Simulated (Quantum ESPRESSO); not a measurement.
# AlN(11-20), stepped through the number of layers, part 10 of 15

Wanted: a table for AlN(11-20) against the number of layers, and what can be fitted to it.

Quantum ESPRESSO 7.5; plane-wave DFT, PBE, GBRV ultrasoft pseudopotentials.

So far. Step 13 (Relaxation with pw.x, 4 layers): The relaxation lowers the energy by 99 meV an atom. Step 17 (Relaxing the ions, 5 layers): The relaxation lowers the energy by 78 meV an atom.

## 18. Self-consistent run, 5 layers

m2.f0.in reads:

```
&control
  prefix = 'm2.f0'
  outdir = './out'
  pseudo_dir = './pseudo'
  calculation = 'scf'
  tprnfor = .true.
  tefield = .true.
  dipfield = .true.
/
&system
  ibrav = 0
  nat = 20
  ntyp = 2
  ecutwfc = 40
  ecutrho = 200
  occupations = 'fixed'
  edir = 3
  emaxpos = 0.97
  eopreg = 0.04
  eamp = 0.0
  nbnd = 44
/
&electrons
  conv_thr = 1e-09
  mixing_beta = 0.4
  electron_maxstep = 120
  mixing_mode = 'plain'
/
ATOMIC_SPECIES
  Al  26.9815  al_pbe_v1.uspp.F.UPF
  N   14.0070  n_pbe_v1.2.uspp.F.UPF
CELL_PARAMETERS angstrom
  5.42440360500000 0.00000000000000 0.00000000000000
  0.00000000000000 5.02318495200000 0.00000000000000
  0.00000000000000 0.00000000000000 22.27301116913099
ATOMIC_POSITIONS crystal
  Al  0.364428289000 0.018561056900 0.368102373000
  Al  0.635571711000 0.518561056900 0.368102373000
  N   0.332667818300 0.372792311700 0.359818797800
  N   0.667332181700 0.872792311700 0.359818797800
  Al  0.835351825600 -0.003583977000 0.427623459200
  Al  0.164648174400 0.496416023000 0.427623459200
  N   0.833394027600 0.377560825300 0.429210381800
  N   0.166605972400 0.877560825300 0.429210381800
  Al  0.335010733000 -0.001670251700 0.500000000000
  Al  0.664989267000 0.498329748300 0.500000000000
  N   0.329809053200 0.381009818100 0.500000000000
  N   0.670190946800 0.881009818100 0.500000000000
  Al  0.835351825600 -0.003583977000 0.572376540800
  Al  0.164648174400 0.496416023000 0.572376540800
  N   0.833394027600 0.377560825300 0.570789618200
  N   0.166605972400 0.877560825300 0.570789618200
  Al  0.364428289000 0.018561056900 0.631897627000
  Al  0.635571711000 0.518561056900 0.631897627000
  N   0.332667818300 0.372792311700 0.640181202200
  N   0.667332181700 0.872792311700 0.640181202200
K_POINTS automatic
  4 4 1 0 0 0
```

Launch:

```
> OMP_NUM_THREADS=1 mpirun -n 4 pw.x -nk 1 -in m2.f0.in > m2.f0.out
```

Output:

```text
[banner, memory and clock lines left out]
Program PWSCF v.7.5 starts
[...]
number of electrons       =        80.00
     number of Kohn-Sham states=           44
     kinetic-energy cutoff     =      40.0000  Ry
     charge density cutoff     =     200.0000  Ry
[...]
number of k points=    10
[...]
Dense  grid:   195693 G-vectors     FFT dimensions: (  48,  45, 192)
[...]
negative rho (up, down):  4.665E-04 0.000E+00
[...]
Starting wfcs are   80 randomized atomic wfcs
[...]
negative rho (up, down):  5.275E-04 0.000E+00
[...]
estimated scf accuracy    <       7.31096719 Ry
[...]
negative rho (up, down):  7.751E-04 0.000E+00
[...]
estimated scf accuracy    <       0.27342303 Ry
[...]
negative rho (up, down):  1.027E-03 0.000E+00
[...]
estimated scf accuracy    <       0.08789736 Ry
[...]
negative rho (up, down):  1.210E-03 0.000E+00
[...]
estimated scf accuracy    <       0.01622638 Ry
[...]
negative rho (up, down):  1.265E-03 0.000E+00
[...]
estimated scf accuracy    <       0.00294246 Ry
[...]
negative rho (up, down):  1.302E-03 0.000E+00
[...]
estimated scf accuracy    <       0.00017764 Ry
[...]
negative rho (up, down):  1.324E-03 0.000E+00
[...]
estimated scf accuracy    <       0.00005413 Ry
[...]
negative rho (up, down):  1.339E-03 0.000E+00
[...]
estimated scf accuracy    <       0.00000806 Ry
[...]
negative rho (up, down):  1.347E-03 0.000E+00
[...]
estimated scf accuracy    <       0.00000269 Ry
[...]
negative rho (up, down):  1.352E-03 0.000E+00
[...]
estimated scf accuracy    <       0.00000216 Ry
[...]
negative rho (up, down):  1.355E-03 0.000E+00
[...]
estimated scf accuracy    <       0.00000020 Ry
[...]
negative rho (up, down):  1.356E-03 0.000E+00
[...]
estimated scf accuracy    <       0.00000003 Ry
[...]
negative rho (up, down):  1.357E-03 0.000E+00
[...]
estimated scf accuracy    <          1.2E-09 Ry
[...]
negative rho (up, down):  1.358E-03 0.000E+00
[...]
Total length         40.4063 bohr
[...]
estimated scf accuracy    <          1.6E-09 Ry
[...]
negative rho (up, down):  1.359E-03 0.000E+00
[...]
Computed dipole along edir(3) :
        Dipole                0.0000 Ry au,          0.0000 Debye
        Dipole field          0.0000 Ry au,
        Potential amp.       -0.0000 Ry
        Total length         40.4063 bohr
[...]
highest occupied, lowest unoccupied level (ev):    -1.1339    1.5555
!    total energy              =    -269.95487867 Ry
     estimated scf accuracy    <          3.2E-10 Ry
[...]
one-electron contribution =   -2507.88074271 Ry
     hartree contribution      =    1280.74795814 Ry
     xc contribution           =     -98.30250415 Ry
     ewald contribution        =    1055.48041005 Ry
     electric field correction =       0.00000000 Ry
     convergence has been achieved in  15 iterations
     negative rho (up, down):  1.359E-03 0.000E+00
[...]
Total force =     0.000240     Total SCF correction =     0.000012
[...]
```

It took 81 s on 4 MPI ranks of Arm Neoverse V1, shared host; peak memory 0.7 GiB.

Read from the output:

| Property | Result |
| --- | --- |
| free energy | -3672.9232 eV |
| dipole along the normal | 0 e·Å |
| conduction bottom, on the run's zero | 1.556 eV |
| gap by band count | 2.689 eV |

## 19. Self-consistent run, 5 layers: field 0.1 V/Å

m2.f1.in is the input of step 18 with these lines changed:

```diff
@@ -1,3 +1,3 @@
 &control
-  prefix = 'm2.f0'
+  prefix = 'm2.f1'
   outdir = './out'
@@ -19,3 +19,3 @@
   eopreg = 0.04
-  eamp = 0.0
+  eamp = 0.00194469
   nbnd = 44
@@ -27,2 +27,3 @@
   mixing_mode = 'plain'
+  startingpot = 'file'
 /
```

Launch:

```
> cp -r out/m2.f0.save out/m2.f1.save
> OMP_NUM_THREADS=1 mpirun -n 4 pw.x -nk 1 -in m2.f1.in > m2.f1.out
```

Output:

```text
[banner, memory and clock lines left out]
Program PWSCF v.7.5 starts
[...]
number of electrons       =        80.00
     number of Kohn-Sham states=           44
     kinetic-energy cutoff     =      40.0000  Ry
     charge density cutoff     =     200.0000  Ry
[...]
number of k points=    10
[...]
Dense  grid:   195693 G-vectors     FFT dimensions: (  48,  45, 192)
[...]
The initial density is read from file :
[...]
negative rho (up, down):  1.359E-03 0.000E+00
[...]
Starting wfcs are   80 randomized atomic wfcs
[...]
negative rho (up, down):  1.359E-03 0.000E+00
[...]
estimated scf accuracy    <       0.00661403 Ry
[...]
negative rho (up, down):  1.359E-03 0.000E+00
[...]
estimated scf accuracy    <       0.00503886 Ry
[...]
negative rho (up, down):  1.359E-03 0.000E+00
[...]
estimated scf accuracy    <       0.00006676 Ry
[...]
negative rho (up, down):  1.358E-03 0.000E+00
[...]
estimated scf accuracy    <       0.00005137 Ry
[...]
negative rho (up, down):  1.358E-03 0.000E+00
[...]
estimated scf accuracy    <       0.00001354 Ry
[...]
negative rho (up, down):  1.358E-03 0.000E+00
[...]
estimated scf accuracy    <       0.00000272 Ry
[...]
negative rho (up, down):  1.358E-03 0.000E+00
[...]
estimated scf accuracy    <       0.00000184 Ry
[...]
negative rho (up, down):  1.358E-03 0.000E+00
[...]
estimated scf accuracy    <       0.00000002 Ry
[...]
negative rho (up, down):  1.358E-03 0.000E+00
[...]
estimated scf accuracy    <       0.00000005 Ry
[...]
negative rho (up, down):  1.358E-03 0.000E+00
[...]
estimated scf accuracy    <          4.8E-09 Ry
[...]
negative rho (up, down):  1.358E-03 0.000E+00
[...]
estimated scf accuracy    <          3.6E-09 Ry
[...]
negative rho (up, down):  1.358E-03 0.000E+00
[...]
Computed dipole along edir(3) :
        Dipole                0.2017 Ry au,          0.5126 Debye
        Dipole field          0.0006 Ry au,
        E field amplitude [Ha a.u.]:  1.9447E-03
        Potential amp.        0.1071 Ry
        Total length         40.4063 bohr
[...]
highest occupied, lowest unoccupied level (ev):    -1.1134    1.5612
!    total energy              =    -269.95527086 Ry
     estimated scf accuracy    <          1.7E-11 Ry
[...]
one-electron contribution =   -2507.87780026 Ry
     hartree contribution      =    1280.74520672 Ry
     xc contribution           =     -98.30242779 Ry
     ewald contribution        =    1055.48041005 Ry
     electric field correction =      -0.00065958 Ry
     convergence has been achieved in  12 iterations
     negative rho (up, down):  1.358E-03 0.000E+00
[...]
Total force =     0.008587     Total SCF correction =     0.000005
[...]
```

The job ended after 71 s (4 MPI ranks; peak memory 0.73 GiB; 4.7 min of CPU time).

This step gave:

* free energy: -3672.9286 eV
* dipole along the normal: 0.1067 e·Å
* valence top, on the run's zero: -1.113 eV
* conduction bottom, on the run's zero: 1.561 eV
* gap by band count: 2.675 eV

## 20. Relaxation with pw.x, 5 layers: field 0.1 V/Å

m2.r1.in is the input of step 19 with these lines changed:

```diff
@@ -1,9 +1,11 @@
 &control
-  prefix = 'm2.f1'
+  prefix = 'm2.r1'
   outdir = './out'
   pseudo_dir = './pseudo'
-  calculation = 'scf'
-  tprnfor = .true.
+  nstep = 90
+  forc_conv_thr = 6e-05
+  calculation = 'relax'
   tefield = .true.
   dipfield = .true.
+  etot_conv_thr = 1e-07
 /
@@ -20,10 +22,9 @@
   eamp = 0.00194469
-  nbnd = 44
 /
 &electrons
-  conv_thr = 1e-09
+  conv_thr = 1e-10
   mixing_beta = 0.4
   electron_maxstep = 120
-  mixing_mode = 'plain'
-  startingpot = 'file'
+/
+&ions
 /
```

Launch:

```
> OMP_NUM_THREADS=1 mpirun -n 4 pw.x -nk 1 -in m2.r1.in > m2.r1.out
```

Output:

```text
[banner, memory and clock lines left out]
Program PWSCF v.7.5 starts
[...]
number of electrons       =        80.00
     number of Kohn-Sham states=           40
     kinetic-energy cutoff     =      40.0000  Ry
     charge density cutoff     =     200.0000  Ry
[...]
number of k points=    10
[...]
Dense  grid:   195693 G-vectors     FFT dimensions: (  48,  45, 192)
[...]
negative rho (up, down):  4.665E-04 0.000E+00
[...]
Starting wfcs are   80 randomized atomic wfcs
[...]
negative rho (up, down):  5.232E-04 0.000E+00
[...]
estimated scf accuracy    <       7.34009344 Ry
[...]
negative rho (up, down):  7.773E-04 0.000E+00
[...]
estimated scf accuracy    <       0.27138048 Ry
[...]
negative rho (up, down):  1.014E-03 0.000E+00
[...]
estimated scf accuracy    <       0.09599019 Ry
[...]
negative rho (up, down):  1.204E-03 0.000E+00
[...]
estimated scf accuracy    <       0.01622351 Ry
[...]
negative rho (up, down):  1.284E-03 0.000E+00
[...]
estimated scf accuracy    <       0.00481443 Ry
[...]
negative rho (up, down):  1.305E-03 0.000E+00
[...]
estimated scf accuracy    <       0.00139296 Ry
[...]
negative rho (up, down):  1.324E-03 0.000E+00
[...]
estimated scf accuracy    <       0.00012845 Ry
[...]
negative rho (up, down):  1.339E-03 0.000E+00
[...]
estimated scf accuracy    <       0.00002780 Ry
[...]
negative rho (up, down):  1.346E-03 0.000E+00
[...]
estimated scf accuracy    <       0.00000624 Ry
[...]
negative rho (up, down):  1.350E-03 0.000E+00
[...]
estimated scf accuracy    <       0.00000346 Ry
[...]
negative rho (up, down):  1.354E-03 0.000E+00
[...]
estimated scf accuracy    <       0.00000054 Ry
[...]
negative rho (up, down):  1.355E-03 0.000E+00
[...]
estimated scf accuracy    <       0.00000013 Ry
[...]
negative rho (up, down):  1.356E-03 0.000E+00
[...]
estimated scf accuracy    <       0.00000003 Ry
[...]
negative rho (up, down):  1.357E-03 0.000E+00
[...]
estimated scf accuracy    <       0.00000001 Ry
[...]
negative rho (up, down):  1.357E-03 0.000E+00
[...]
estimated scf accuracy    <          5.7E-10 Ry
[...]
negative rho (up, down):  1.358E-03 0.000E+00
[...]
estimated scf accuracy    <          8.9E-10 Ry
[...]
negative rho (up, down):  1.358E-03 0.000E+00
[...]
highest occupied level (ev):    -1.1134
!    total energy              =    -269.95527086 Ry
     estimated scf accuracy    <          3.7E-11 Ry
[...]
one-electron contribution =   -2507.87769131 Ry
     hartree contribution      =    1280.74509315 Ry
     xc contribution           =     -98.30242317 Ry
     ewald contribution        =    1055.48041005 Ry
     electric field correction =      -0.00065959 Ry
     convergence has been achieved in  17 iterations
     negative rho (up, down):  1.358E-03 0.000E+00
[...]
Total force =     0.008588     Total SCF correction =     0.000010
[...]
negative rho (up, down):  1.358E-03 0.000E+00
[...]
negative rho (up, down):  1.358E-03 0.000E+00
[...]
estimated scf accuracy    <       0.00006052 Ry
[...]
negative rho (up, down):  1.358E-03 0.000E+00
[...]
estimated scf accuracy    <       0.00003103 Ry
[...]
negative rho (up, down):  1.358E-03 0.000E+00
[...]
estimated scf accuracy    <       0.00000102 Ry
[...]
negative rho (up, down):  1.358E-03 0.000E+00
[...]
estimated scf accuracy    <       0.00000072 Ry
[...]
negative rho (up, down):  1.358E-03 0.000E+00
[...]
estimated scf accuracy    <       0.00000025 Ry
[...]
negative rho (up, down):  1.358E-03 0.000E+00
[...]
estimated scf accuracy    <          5.6E-09 Ry
[...]
negative rho (up, down):  1.358E-03 0.000E+00
[...]
estimated scf accuracy    <       0.00000005 Ry
[...]
negative rho (up, down):  1.358E-03 0.000E+00
[...]
highest occupied level (ev):    -1.1179
!    total energy              =    -269.95531233 Ry
     estimated scf accuracy    <          8.0E-11 Ry
[...]
one-electron contribution =   -2507.87635681 Ry
     hartree contribution      =    1280.74487031 Ry
     xc contribution           =     -98.30243716 Ry
     ewald contribution        =    1055.47932012 Ry
     electric field correction =      -0.00070879 Ry
     convergence has been achieved in   8 iterations
     negative rho (up, down):  1.358E-03 0.000E+00
[...]
Total force =     0.002151     Total SCF correction =     0.000016
[...]
negative rho (up, down):  1.358E-03 0.000E+00
[...]
negative rho (up, down):  1.358E-03 0.000E+00
[...]
estimated scf accuracy    <       0.00000199 Ry
[...]
negative rho (up, down):  1.358E-03 0.000E+00
[...]
estimated scf accuracy    <       0.00000075 Ry
[...]
negative rho (up, down):  1.358E-03 0.000E+00
[...]
estimated scf accuracy    <       0.00000003 Ry
[...]
negative rho (up, down):  1.358E-03 0.000E+00
[...]
estimated scf accuracy    <       0.00000001 Ry
[...]
negative rho (up, down):  1.358E-03 0.000E+00
[...]
estimated scf accuracy    <          2.2E-09 Ry
[...]
negative rho (up, down):  1.358E-03 0.000E+00
[...]
estimated scf accuracy    <          3.5E-10 Ry
[...]
negative rho (up, down):  1.358E-03 0.000E+00
[...]
estimated scf accuracy    <          1.0E-09 Ry
[...]
negative rho (up, down):  1.358E-03 0.000E+00
[...]
estimated scf accuracy    <          1.7E-11 Ry
[...]
negative rho (up, down):  1.358E-03 0.000E+00
[...]
estimated scf accuracy    <          1.5E-11 Ry
[...]
negative rho (up, down):  1.358E-03 0.000E+00
[...]
highest occupied level (ev):    -1.1182
!    total energy              =    -269.95531697 Ry
     estimated scf accuracy    <          3.9E-13 Ry
[...]
one-electron contribution =   -2507.87309322 Ry
     hartree contribution      =    1280.74343892 Ry
     xc contribution           =     -98.30240922 Ry
     ewald contribution        =    1055.47746503 Ry
     electric field correction =      -0.00071848 Ry
     convergence has been achieved in  10 iterations
     negative rho (up, down):  1.358E-03 0.000E+00
[...]
Total force =     0.001635     Total SCF correction =     0.000001
[...]
negative rho (up, down):  1.358E-03 0.000E+00
[...]
negative rho (up, down):  1.358E-03 0.000E+00
[...]
estimated scf accuracy    <       0.00000098 Ry
[...]
negative rho (up, down):  1.358E-03 0.000E+00
[...]
estimated scf accuracy    <       0.00000015 Ry
[...]
negative rho (up, down):  1.358E-03 0.000E+00
[...]
estimated scf accuracy    <       0.00000002 Ry
[...]
negative rho (up, down):  1.358E-03 0.000E+00
[...]
estimated scf accuracy    <          3.3E-09 Ry
[...]
negative rho (up, down):  1.358E-03 0.000E+00
[...]
estimated scf accuracy    <          7.4E-10 Ry
[...]
negative rho (up, down):  1.358E-03 0.000E+00
[...]
estimated scf accuracy    <          1.3E-10 Ry
[...]
negative rho (up, down):  1.358E-03 0.000E+00
[...]
estimated scf accuracy    <          1.8E-11 Ry
[...]
negative rho (up, down):  1.358E-03 0.000E+00
[...]
estimated scf accuracy    <          1.6E-11 Ry
[...]
negative rho (up, down):  1.358E-03 0.000E+00
[...]
highest occupied level (ev):    -1.1183
!    total energy              =    -269.95532058 Ry
     estimated scf accuracy    <          6.6E-13 Ry
[...]
one-electron contribution =   -2507.86844605 Ry
     hartree contribution      =    1280.74125319 Ry
     xc contribution           =     -98.30236881 Ry
     ewald contribution        =    1055.47496559 Ry
     electric field correction =      -0.00072450 Ry
     convergence has been achieved in   9 iterations
     negative rho (up, down):  1.358E-03 0.000E+00
[...]
Total force =     0.001229     Total SCF correction =     0.000001
[...]
negative rho (up, down):  1.358E-03 0.000E+00
[...]
negative rho (up, down):  1.358E-03 0.000E+00
[...]
estimated scf accuracy    <       0.00000161 Ry
[...]
negative rho (up, down):  1.358E-03 0.000E+00
[...]
estimated scf accuracy    <       0.00000018 Ry
[...]
negative rho (up, down):  1.358E-03 0.000E+00
[...]
estimated scf accuracy    <       0.00000003 Ry
[...]
negative rho (up, down):  1.358E-03 0.000E+00
[...]
estimated scf accuracy    <          5.7E-09 Ry
[...]
negative rho (up, down):  1.358E-03 0.000E+00
[...]
estimated scf accuracy    <          1.5E-09 Ry
[...]
negative rho (up, down):  1.358E-03 0.000E+00
[...]
estimated scf accuracy    <          3.2E-10 Ry
[...]
negative rho (up, down):  1.358E-03 0.000E+00
[...]
estimated scf accuracy    <          5.9E-11 Ry
[...]
negative rho (up, down):  1.358E-03 0.000E+00
[...]
estimated scf accuracy    <          7.0E-12 Ry
[...]
negative rho (up, down):  1.358E-03 0.000E+00
[...]
estimated scf accuracy    <          2.0E-11 Ry
[...]
negative rho (up, down):  1.358E-03 0.000E+00
[...]
highest occupied level (ev):    -1.1182
!    total energy              =    -269.95532344 Ry
     estimated scf accuracy    <          4.7E-12 Ry
[...]
one-electron contribution =   -2507.86028883 Ry
     hartree contribution      =    1280.73737788 Ry
     xc contribution           =     -98.30229953 Ry
     ewald contribution        =    1055.47061732 Ry
     electric field correction =      -0.00073027 Ry
     convergence has been achieved in  10 iterations
     negative rho (up, down):  1.358E-03 0.000E+00
[...]
Total force =     0.000696     Total SCF correction =     0.000007
[...]
negative rho (up, down):  1.358E-03 0.000E+00
[...]
negative rho (up, down):  1.358E-03 0.000E+00
[...]
estimated scf accuracy    <       0.00000017 Ry
[...]
negative rho (up, down):  1.358E-03 0.000E+00
[...]
estimated scf accuracy    <       0.00000003 Ry
[...]
negative rho (up, down):  1.358E-03 0.000E+00
[...]
estimated scf accuracy    <          5.5E-09 Ry
[...]
negative rho (up, down):  1.358E-03 0.000E+00
[...]
estimated scf accuracy    <          9.0E-10 Ry
[...]
negative rho (up, down):  1.358E-03 0.000E+00
[...]
estimated scf accuracy    <          2.3E-10 Ry
[...]
negative rho (up, down):  1.358E-03 0.000E+00
[...]
estimated scf accuracy    <          2.0E-11 Ry
[...]
negative rho (up, down):  1.358E-03 0.000E+00
[...]
highest occupied level (ev):    -1.1181
!    total energy              =    -269.95532394 Ry
     estimated scf accuracy    <          3.2E-12 Ry
[...]
one-electron contribution =   -2507.85688433 Ry
     hartree contribution      =    1280.73573966 Ry
     xc contribution           =     -98.30227720 Ry
     ewald contribution        =    1055.46882854 Ry
     electric field correction =      -0.00073060 Ry
     convergence has been achieved in   7 iterations
     negative rho (up, down):  1.358E-03 0.000E+00
[...]
Total force =     0.000489     Total SCF correction =     0.000005
[...]
negative rho (up, down):  1.358E-03 0.000E+00
[...]
negative rho (up, down):  1.358E-03 0.000E+00
[...]
estimated scf accuracy    <       0.00000014 Ry
[...]
negative rho (up, down):  1.358E-03 0.000E+00
[...]
estimated scf accuracy    <       0.00000002 Ry
[...]
negative rho (up, down):  1.358E-03 0.000E+00
[...]
estimated scf accuracy    <          4.9E-09 Ry
[...]
negative rho (up, down):  1.358E-03 0.000E+00
[...]
estimated scf accuracy    <          7.7E-10 Ry
[...]
negative rho (up, down):  1.358E-03 0.000E+00
[...]
estimated scf accuracy    <          1.7E-10 Ry
[...]
negative rho (up, down):  1.358E-03 0.000E+00
[...]
estimated scf accuracy    <          2.0E-11 Ry
[...]
negative rho (up, down):  1.358E-03 0.000E+00
[...]
estimated scf accuracy    <          2.8E-12 Ry
[...]
negative rho (up, down):  1.358E-03 0.000E+00
[...]
highest occupied level (ev):    -1.1180
!    total energy              =    -269.95532428 Ry
     estimated scf accuracy    <          5.0E-13 Ry
[...]
one-electron contribution =   -2507.85359790 Ry
     hartree contribution      =    1280.73414161 Ry
     xc contribution           =     -98.30226284 Ry
     ewald contribution        =    1055.46712497 Ry
     electric field correction =      -0.00073014 Ry
     convergence has been achieved in   8 iterations
     negative rho (up, down):  1.358E-03 0.000E+00
[...]
Total force =     0.000350     Total SCF correction =     0.000002
[...]
negative rho (up, down):  1.358E-03 0.000E+00
[...]
negative rho (up, down):  1.358E-03 0.000E+00
[...]
Computed dipole along edir(3) :
        Dipole                0.2289 Ry au,          0.5818 Debye
        Dipole field          0.0007 Ry au,
        E field amplitude [Ha a.u.]:  1.9447E-03
        Potential amp.        0.1004 Ry
        Total length         40.4063 bohr
[...]
estimated scf accuracy    <       0.00000008 Ry
[...]
negative rho (up, down):  1.3
```

Elapsed: 8 min, on 4 MPI ranks; peak memory 0.7 GiB.

No atom moved by 0.005 Å in the relaxation.

This step gave:

```
free energy                    : -3672.9293 eV
dipole along the normal        : 0.1213 e·Å
valence top, on the run's zero : -1.118 eV
```

[end of part 10 of 15]

[Logs are printed without paths, hosts, clocks, repeated set-up lines and the standing remarks that a program may print on its own settings, such as how far it seeks lower states.]

[Hosts, paths, dates, database ids (printed as entryN), source tags and the programs' standing remarks are cut or masked in the printed files.]

[Maps of the electrostatic potential energy from Ansatz leave out the sawtooth potential of an applied field or a dipole correction, so their vacuum need not be flat; planar profiles and work functions include it.]
